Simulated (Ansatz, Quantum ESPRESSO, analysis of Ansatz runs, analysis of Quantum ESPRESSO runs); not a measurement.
# N3VH centre in diamond: local vibrational mode, LDA (Quantum ESPRESSO)

Aim: the local vibrational mode of the N3VH centre in diamond, to be set beside the measurement. Set-up: LDA, GBRV 1.5 LDA, 64-site cell, LDA lattice, k: the zone centre alone, start relaxed with Ansatz. The model is a cell of 64 host atoms with 1 site emptied, N put on another atom's site, N put on another atom's site, N put on another atom's site and H put in between. The frequencies come from force constants among the defect atom and its neighbours, with the masses of the isotopes named. A local or semilocal functional is the cheapest first rung.

**The experiment.** C-H stretch, 1H: 3107 cm⁻¹, by FTIR absorption (quoted in “Hydrogen-related defects in diamond: A comparison between observed and calculated FTIR spectra”, 2024, M.C. Day et al., quoting earlier work (2014)). C-H bend, 1H: 1405 cm⁻¹, by FTIR absorption (quoted in “Hydrogen-related defects in diamond: A comparison between observed and calculated FTIR spectra”, 2024, M.C. Day et al., quoting earlier work (1991)).

Program: Quantum ESPRESSO 7.5. Level of theory: Quantum ESPRESSO plane-wave DFT, LDA, GBRV 1.5 LDA potentials; relaxation of all atoms of a defect supercell. Results are calculated unless marked as measured.

### 1. The structure

The cell holds 64 atoms: 60 C, 3 N and 1 H. Cell: a = 7.064 Å, b = 7.064 Å, c = 7.064 Å, α = 90.0°, β = 90.0°, γ = 90.0°. It derives from C (space group Fd-3m). Nearest the centre at fractional (0.375, 0.375, 0.375): H64 at 0.54 Å, C48 at 1.62 Å, N26 at 1.67 Å, N4 at 1.68 Å, N41 at 1.68 Å, C13 at 2.48 Å, C5 at 2.49 Å, C14 at 2.49 Å.

The host's primitive cell comes from a first run (Quantum ESPRESSO plane-wave DFT, LDA, GBRV 1.5 LDA potentials; relaxation of cell and atoms of a defect-free cell): vectors of 2.498, 2.498 and 2.498 Å. That is 5.51 Å³ an atom, 2.9 % under the diffraction cell's volume. The supercell is built on it.

This program's steps are dear, so the start below was first relaxed with Ansatz (plane-wave PAW DFT, LDA; 8.4 s).

### 2. Relaxation, charge 0

Every later number rests on the structure around the defect, so the atoms are relaxed at the host's lattice first.

pw.in

```
&CONTROL
  calculation = 'relax'
  prefix = 'pwscf'
  outdir = './tmp'
  pseudo_dir = './pseudo'
  tprnfor = .true.
  disk_io = 'low'
  nstep = 70
  forc_conv_thr = 0.00039
  etot_conv_thr = 0.0001
/
&SYSTEM
  ibrav = 0
  nat = 64
  ntyp = 3
  ecutwfc = 45
  ecutrho = 360
  nbnd = 132
  occupations = 'smearing'
  smearing = 'fd'
  degauss = 0.00073499
  nosym = .true.
/
&ELECTRONS
  conv_thr = 6d-08
  electron_maxstep = 100
  mixing_beta = 0.5
/
&IONS
  ion_dynamics = 'bfgs'
/
ATOMIC_SPECIES
C     12.0110 c_lda_v1.2.uspp.F.UPF
N     14.0070 n_lda_v1.2.uspp.F.UPF
H      1.0080 h_lda_v1.4.uspp.F.UPF
CELL_PARAMETERS angstrom
   7.0641498481    0.0000000000    0.0000000000
   0.0000000000    7.0641498481    0.0000000000
   0.0000000000    0.0000000000    7.0641498481
ATOMIC_POSITIONS crystal
C     -0.0013447862   -0.0017817831    0.2502703685
C     -0.0013186142    0.2496009440   -0.0014253201
C      0.2500373177   -0.0017551516   -0.0014261233
N      0.2381195152    0.2376833926    0.2377946218
C      0.1263003278    0.1258639277    0.3693530536
C      0.1258035933    0.3692515573    0.1256265970
C      0.3696879682    0.1253676250    0.1256258210
C      0.0005623970    0.0001264781    0.7494406805
C      0.0031635583    0.2521867744    0.4973809800
C      0.2526224188    0.0027267383    0.4973812067
C      0.2526227301    0.2521856751    0.7468403399
C      0.1255171027    0.1250808288    0.8729149712
C      0.1263022307    0.3802149545    0.6237026463
C      0.3806513857    0.1258649564    0.6237021035
C      0.3750369403    0.3745996218    0.8749349975
C      0.0026419097    0.4971391023    0.2524285073
C      0.0000381770    0.7489697234    0.0005969110
C      0.2511812847    0.4980660537    0.0015608739
C      0.2511814123    0.7480069351    0.2515010564
C      0.1258048286    0.6239403974    0.3803167426
C      0.1245747633    0.8732884777    0.1256235085
C      0.3764813034    0.6253327047    0.1242347556
C      0.3750371276    0.8746330223    0.3749671723
C     -0.0013433463    0.4992968476    0.7513482082
C     -0.0013179457    0.7509922132    0.4999670071
N      0.2381204077    0.5117734491    0.5118859694
C      0.2500376937    0.7509932875    0.7513232533
C      0.1245753236    0.6239432740    0.8762783754
C      0.1255178122    0.8766516693    0.6244869539
C      0.3696882274    0.6239416335    0.6242005448
C      0.3749531681    0.8745682443    0.8749987654
C      0.4975760740    0.0022055314    0.2524274303
C      0.4985034917    0.2507447063    0.0015604361
C      0.7494067022   -0.0003988192    0.0005970126
C      0.7484436836    0.2507452136    0.2515011606
C      0.6243782809    0.1253677236    0.3803154346
C      0.6257710712    0.3760449789    0.1242337124
C      0.8737250109    0.1241382854    0.1256243214
C      0.8750690590    0.3746005485    0.3749677935
C      0.4997336724   -0.0017813853    0.7513477129
N      0.5122123113    0.2376828551    0.5118853366
C      0.7514300278   -0.0017550475    0.4999663927
C      0.7514300844    0.2496010124    0.7513234017
C      0.6243796860    0.1241380452    0.8762785196
C      0.6243785307    0.3692515958    0.6242007783
C      0.8770881274    0.1250823017    0.6244861822
C      0.8750060178    0.3745165074    0.8749988766
C      0.5073578954    0.5069194078    0.2426479740
C      0.4989729701    0.7505341876   -0.0009672049
C      0.7509721871    0.4985362521   -0.0009681069
C      0.7509716347    0.7505350565    0.2510316474
C      0.6257705955    0.6253331421    0.3735226813
C      0.6243681975    0.8758850100    0.1256359321
C      0.8763220437    0.6239314831    0.1256363750
C      0.8750057014    0.8745680337    0.3750518348
C      0.4975759319    0.4971396807    0.7473618181
C      0.4985033296    0.7480063324    0.4988226539
C      0.7484428715    0.4980664564    0.4988236067
C      0.7494069109    0.7489697655    0.7499657962
C      0.6243682059    0.6239309992    0.8736815281
C      0.6243802025    0.8732884158    0.6254288070
C      0.8737255694    0.6239429366    0.6254293852
C      0.8748746873    0.8744374824    0.8751289309
H      0.4190493567    0.4186068446    0.3309581307
K_POINTS gamma
```

Command:

```
OMP_NUM_THREADS=1 mpirun -n 4 pw.x -in pw.in > pw.out
```

The program printed:

```text
This program is part of the open-source Quantum ESPRESSO suite
     for quantum simulation of materials; please cite
         "P. Giannozzi et al., J. Phys.:Condens. Matter 21 395502 (2009);
         "P. Giannozzi et al., J. Phys.:Condens. Matter 29 465901 (2017);
         "P. Giannozzi et al., J. Chem. Phys. 152 154105 (2020);
          URL
     in publications or presentations arising from this work. More details at

     gamma-point specific algorithms are used

     Subspace diagonalization in iterative solution of the eigenvalue problem:
     a serial algorithm will be used

     --------------------
     sticks:   dense  smooth     PW     G-vecs:    dense   smooth      PW
     Min        1279     639    159                68638    24307    3035
     Max        1286     642    162                68639    24310    3042
     Sum        5129    2561    641               274553    97233   12149

     Using Slab Decomposition

     bravais-lattice index     =            0
     lattice parameter (alat)  =      13.3493  a.u.
     unit-cell volume          =    2378.9007 (a.u.)^3
     number of atoms/cell      =           64
     number of atomic types    =            3
     number of electrons       =       256.00
     number of Kohn-Sham states=          132
     kinetic-energy cutoff     =      45.0000  Ry
     charge density cutoff     =     360.0000  Ry
     scf convergence threshold =      6.0E-08
     mixing beta               =       0.5000
     number of iterations used =            8  plain     mixing
     energy convergence thresh.=      1.0E-04
     force convergence thresh. =      3.9E-04
     Exchange-correlation=  SLA  PZ   NOGX NOGC
                           (   1   1   0   0   0   0   0)
     nstep                     =           70

     celldm(1)=  13.349309  celldm(2)=   0.000000  celldm(3)=   0.000000
     celldm(4)=   0.000000  celldm(5)=   0.000000  celldm(6)=   0.000000

     crystal axes: (cart. coord. in units of alat)
               a(1) = (   1.000000   0.000000   0.000000 )
               a(2) = (   0.000000   1.000000   0.000000 )
               a(3) = (   0.000000   0.000000   1.000000 )

     reciprocal axes: (cart. coord. in units 2 pi/alat)
               b(1) = (  1.000000  0.000000  0.000000 )
               b(2) = (  0.000000  1.000000  0.000000 )
               b(3) = (  0.000000  0.000000  1.000000 )

     PseudoPot. # 1 for C  read from file:
     c_lda_v1.2.uspp.F.UPF
     Pseudo is Ultrasoft + core correction, Zval =  4.0
     Generated by new atomic code, or converted to UPF format
     Using radial grid of  721 points,  4 beta functions with:
                l(1) =   0
                l(2) =   0
                l(3) =   1
                l(4) =   1
     Q(r) pseudized with  8 coefficients,  rinner =    1.100   1.100   1.100

     PseudoPot. # 2 for N  read from file:
     n_lda_v1.2.uspp.F.UPF
     Pseudo is Ultrasoft + core correction, Zval =  5.0
     Generated by new atomic code, or converted to UPF format
     Using radial grid of  729 points,  4 beta functions with:
                l(1) =   0
                l(2) =   0
                l(3) =   1
                l(4) =   1
     Q(r) pseudized with  8 coefficients,  rinner =    0.900   0.900   0.900

     PseudoPot. # 3 for H  read from file:
     h_lda_v1.4.uspp.F.UPF
     Pseudo is Ultrasoft, Zval =  1.0
     Generated by new atomic code, or converted to UPF format
     Using radial grid of  615 points,  2 beta functions with:
                l(1) =   0
                l(2) =   0
     Q(r) pseudized with  8 coefficients,  rinner =    0.700

     atomic species   valence    mass     pseudopotential
     C                 4.00    12.01100     C ( 1.00)
     N                 5.00    14.00700     N ( 1.00)
     H                 1.00     1.00800     H ( 1.00)

     No symmetry found

   Cartesian axes

     site n.     atom                  positions (alat units)
         1        C      tau(   1) = (  -0.0013448  -0.0017818   0.2502704  )
         2        C      tau(   2) = (  -0.0013186   0.2496009  -0.0014253  )
         3        C      tau(   3) = (   0.2500373  -0.0017552  -0.0014261  )
         4        N      tau(   4) = (   0.2381195   0.2376834   0.2377946  )
         5        C      tau(   5) = (   0.1263003   0.1258639   0.3693531  )
         6        C      tau(   6) = (   0.1258036   0.3692516   0.1256266  )
         7        C      tau(   7) = (   0.3696880   0.1253676   0.1256258  )
         8        C      tau(   8) = (   0.0005624   0.0001265   0.7494407  )
         9        C      tau(   9) = (   0.0031636   0.2521868   0.4973810  )
        10        C      tau(  10) = (   0.2526224   0.0027267   0.4973812  )
        11        C      tau(  11) = (   0.2526227   0.2521857   0.7468403  )
        12        C      tau(  12) = (   0.1255171   0.1250808   0.8729150  )
        13        C      tau(  13) = (   0.1263022   0.3802150   0.6237026  )
        14        C      tau(  14) = (   0.3806514   0.1258650   0.6237021  )
        15        C      tau(  15) = (   0.3750369   0.3745996   0.8749350  )
        16        C      tau(  16) = (   0.0026419   0.4971391   0.2524285  )
        17        C      tau(  17) = (   0.0000382   0.7489697   0.0005969  )
[...]
26        N      tau(  26) = (   0.2381204   0.5117734   0.5118860  )
[...]
41        N      tau(  41) = (   0.5122123   0.2376829   0.5118853  )
[...]
56        C      tau(  56) = (   0.4975759   0.4971397   0.7473618  )
        57        C      tau(  57) = (   0.4985033   0.7480063   0.4988227  )
        58        C      tau(  58) = (   0.7484429   0.4980665   0.4988236  )
        59        C      tau(  59) = (   0.7494069   0.7489698   0.7499658  )
        60        C      tau(  60) = (   0.6243682   0.6239310   0.8736815  )
        61        C      tau(  61) = (   0.6243802   0.8732884   0.6254288  )
        62        C      tau(  62) = (   0.8737256   0.6239429   0.6254294  )
        63        C      tau(  63) = (   0.8748747   0.8744375   0.8751289  )
        64        H      tau(  64) = (   0.4190494   0.4186068   0.3309581  )

     number of k points=     1  Fermi-Dirac smearing, width (Ry)=  0.0007
                       cart. coord. in units 2pi/alat
        k(    1) = (   0.0000000   0.0000000   0.0000000), wk =   2.0000000

     Dense  grid:   137277 G-vectors     FFT dimensions: (  81,  81,  81)

     Smooth grid:    48617 G-vectors     FFT dimensions: (  60,  60,  60)

     Initial potential from superposition of free atoms

[...]
C                0.1255225228        0.1250860087        0.8729165376
C                0.1262529064        0.3800737160        0.6237518842
C                0.3805108540        0.1258156814        0.6237514262
C                0.3750377485        0.3746008848        0.8749388997
C                0.0026338300        0.4971589510        0.2524090913
[...]
NEW-OLD atomic charge density approx. for the potential

     Self-consistent Calculation

     iteration #  1     ecut=    45.00 Ry     beta= 0.50
     Davidson diagonalization with overlap
     ethr =  1.00E-06,  avg # of iterations =  3.0

     Threshold (ethr) on eigenvalues was too large:
     Diagonalizing with lowered threshold

     Davidson diagonalization with overlap
     ethr =  8.39E-09,  avg # of iterations =  4.0

     total energy              =    -752.75321447 Ry
     estimated scf accuracy    <       0.00002503 Ry

     iteration #  2     ecut=    45.00 Ry     beta= 0.50
     Davidson diagonalization with overlap
     ethr =  9.78E-09,  avg # of iterations =  3.0

     total energy              =    -752.75321685 Ry
     estimated scf accuracy    <       0.00000339 Ry

     iteration #  3     ecut=    45.00 Ry     beta= 0.50
     Davidson diagonalization with overlap
     ethr =  1.33E-09,  avg # of iterations =  3.0

     total energy              =    -752.75321718 Ry
     estimated scf accuracy    <       0.00000066 Ry

     iteration #  4     ecut=    45.00 Ry     beta= 0.50
     Davidson diagonalization with overlap
     ethr =  2.59E-10,  avg # of iterations =  3.0

     End of self-consistent calculation

          k = 0.0000 0.0000 0.0000 (  6075 PWs)   bands (ev):

[...]
17.5686  17.7039  17.7039  17.9113

     the Fermi energy is    14.6708 ev

!    total energy              =    -752.75321726 Ry
     estimated scf accuracy    <       0.00000005 Ry
     smearing contrib. (-TS)   =       0.00000000 Ry
     internal energy E=F+TS    =    -752.75321726 Ry

     The total energy is F=E-TS. E is the sum of the following terms:
     one-electron contribution =     243.29195497 Ry
     hartree contribution      =      69.93082749 Ry
     xc contribution           =    -238.82934965 Ry
     ewald contribution        =    -827.14665008 Ry

     convergence has been achieved in   4 iterations

     Forces acting on atoms (cartesian axes, Ry/au):

[...]
Total force =     0.007542     Total SCF correction =     0.000442
     Energy error            =      3.6E-05 Ry
     Gradient error          =      3.7E-03 Ry/Bohr

     number of scf cycles    =   2
     number of bfgs steps    =   1

     energy             old  =    -752.7531807760 Ry
     energy             new  =    -752.7532172634 Ry

     CASE: energy            _new < energy            _old

     new trust radius        =       0.0037396617 bohr
     new conv_thr            =       0.0000000006 Ry

ATOMIC_POSITIONS (crystal)
[...]
NEW-OLD atomic charge density approx. for the potential

     Self-consistent Calculation

     iteration #  1     ecut=    45.00 Ry     beta= 0.50
     Davidson diagonalization with overlap
     ethr =  1.00E-06,  avg # of iterations =  2.0

     Threshold (ethr) on eigenvalues was too large:
     Diagonalizing with lowered threshold

     Davidson diagonalization with overlap
     ethr =  1.27E-09,  avg # of iterations =  4.0

     total energy              =    -752.75323348 Ry
     estimated scf accuracy    <       0.00000409 Ry

     iteration #  2     ecut=    45.00 Ry     beta= 0.50
     Davidson diagonalization with overlap
     ethr =  1.60E-09,  avg # of iterations =  2.0

     total energy              =    -752.75323400 Ry
     estimated scf accuracy    <       0.00000042 Ry

     iteration #  3     ecut=    45.00 Ry     beta= 0.50
     Davidson diagonalization with overlap
     ethr =  1.65E-10,  avg # of iterations =  3.0

     total energy              =    -752.75323405 Ry
     estimated scf accuracy    <       0.00000006 Ry

     iteration #  4     ecut=    45.00 Ry     beta= 0.50
     Davidson diagonalization with overlap
     ethr =  2.42E-11,  avg # of iterations =  3.0

     total energy              =    -752.75323406 Ry
     estimated scf accuracy    <          6.7E-09 Ry

     iteration #  5     ecut=    45.00 Ry     beta= 0.50
     Davidson diagonalization with overlap
     ethr =  2.61E-12,  avg # of iterations =  2.0

     total energy              =    -752.75323406 Ry
     estimated scf accuracy    <          9.0E-10 Ry

     iteration #  6     ecut=    45.00 Ry     beta= 0.50
     Davidson diagonalization with overlap
     ethr =  3.53E-13,  avg # of iterations =  2.0

     End of self-consistent calculation

          k = 0.0000 0.0000 0.0000 (  6075 PWs)   bands (ev):

[...]
4.7876   4.9858   5.0815   5.0815   5.1848   5.2695   5.2695   5.3284
     5.4385   5.4385   5.5408   5.5721   5.5721   6.0074   6.1264   6.1264
     6.7115   6.7518   6.7518   6.7775   7.0682   7.0682   7.1318   8.5023
     8.5637   8.5637   8.7291   8.7291   8.7373   8.8869   8.8869   8.9817
     9.0747   9.0747   9.0849   9.1257   9.1257   9.3007   9.5229   9.5229
     9.7637   9.8026   9.8026   9.8692  10.2030  10.2429  10.2429  10.2591
    10.2809  10.2809  10.3944  10.3944  10.3954  10.4236  10.4236  10.4842
    10.5058  10.5058  12.0982  12.2409  12.2409  13.4807  13.7833  13.7833
    17.5695  17.7035  17.7035  17.9112

     the Fermi energy is    14.6708 ev

!    total energy              =    -752.75323406 Ry
     estimated scf accuracy    <          6.3E-11 Ry
     smearing contrib. (-TS)   =       0.00000000 Ry
     internal energy E=F+TS    =    -752.75323406 Ry

     The total energy is F=E-TS. E is the sum of the following terms:
     one-electron contribution =     243.30379525 Ry
     hartree contribution      =      69.92490671 Ry
     xc contribution           =    -238.82933070 Ry
     ewald contribution        =    -827.15260532 Ry

     convergence has been achieved in   6 iterations

     Forces acting on atoms (cartesian axes, Ry/au):

[...]
atom   57 type  1   force =     0.00024092    0.00017224   -0.00005508
     atom   58 type  1   force =     0.00017165    0.00024050   -0.00005690
     atom   59 type  1   force =     0.00004580    0.00004605   -0.00002801
     atom   60 type  1   force =     0.00011633    0.00011653    0.00004118
     atom   61 type  1   force =    -0.00003134    0.00011438   -0.00003629
     atom   62 type  1   force =     0.00011388   -0.00003000   -0.00003757
     atom   63 type  1   force =     0.00000550    0.00000452   -0.00000432
     atom   64 type  3   force =    -0.00036886   -0.00036309    0.00036520

     Total force =     0.001609     Total SCF correction =     0.000008
     Energy error            =      1.7E-05 Ry
     Gradient error          =      3.7E-04 Ry/Bohr

     bfgs converged in   3 scf cycles and   2 bfgs steps
     (criteria: energy <  1.0E-04 Ry, force <  3.9E-04 Ry/Bohr)

     End of BFGS Geometry Optimization

     Final energy             =    -752.7532340571 Ry

     File ./tmp/pwscf.bfgs deleted, as requested
Begin final coordinates

ATOMIC_POSITIONS (crystal)
[...]
C                0.4985218951        0.7480141111        0.4988273583
C                0.7484509475        0.4980851724        0.4988278842
C                0.7494085133        0.7489716085        0.7499666719
C                0.6243684800        0.6239315344        0.8736973883
C                0.6243848893        0.8732960172        0.6254178099
C                0.8737330946        0.6239477817        0.6254183305
C                0.8748744843        0.8744378165        0.8751292275
H                0.4187848766        0.4183430813        0.3312222538
End final coordinates

=------------------------------------------------------------------------------=
   JOB DONE.
=------------------------------------------------------------------------------=
```

The job ended after 14 s (4 MPI ranks of Arm Neoverse V2, shared host; peak memory 0.51 GiB).

No atom moved by 0.005 Å in the relaxation.

The atoms nearest to the centre after the run:

```tsv
atom	distance (Å)
H64	0.534
C48	1.619
N26	1.674
N4	1.678
N41	1.678
C13	2.485
C5	2.488
C14	2.488
C20	2.489
C30	2.489
C6	2.491
C45	2.491
C7	2.493
C36	2.493
C22	2.503
C52	2.503
```

Neighbours of the added atoms: H64: C48 1.09, N41 1.92, N4 1.92 Å.

(Continued in part 2 of 2.)

[Logs are printed without paths, hosts, clocks, repeated set-up lines and the standing remarks that a program may print on its own settings, such as how far it seeks lower states.]

[Hosts, paths, dates, database ids (printed as entryN), source tags and the programs' standing remarks are cut or masked in the printed files.]

[For some hosts the program warned that the k-mesh of the response run may be too coarse for force constants and the static dielectric constant; such warnings are not shown here.]
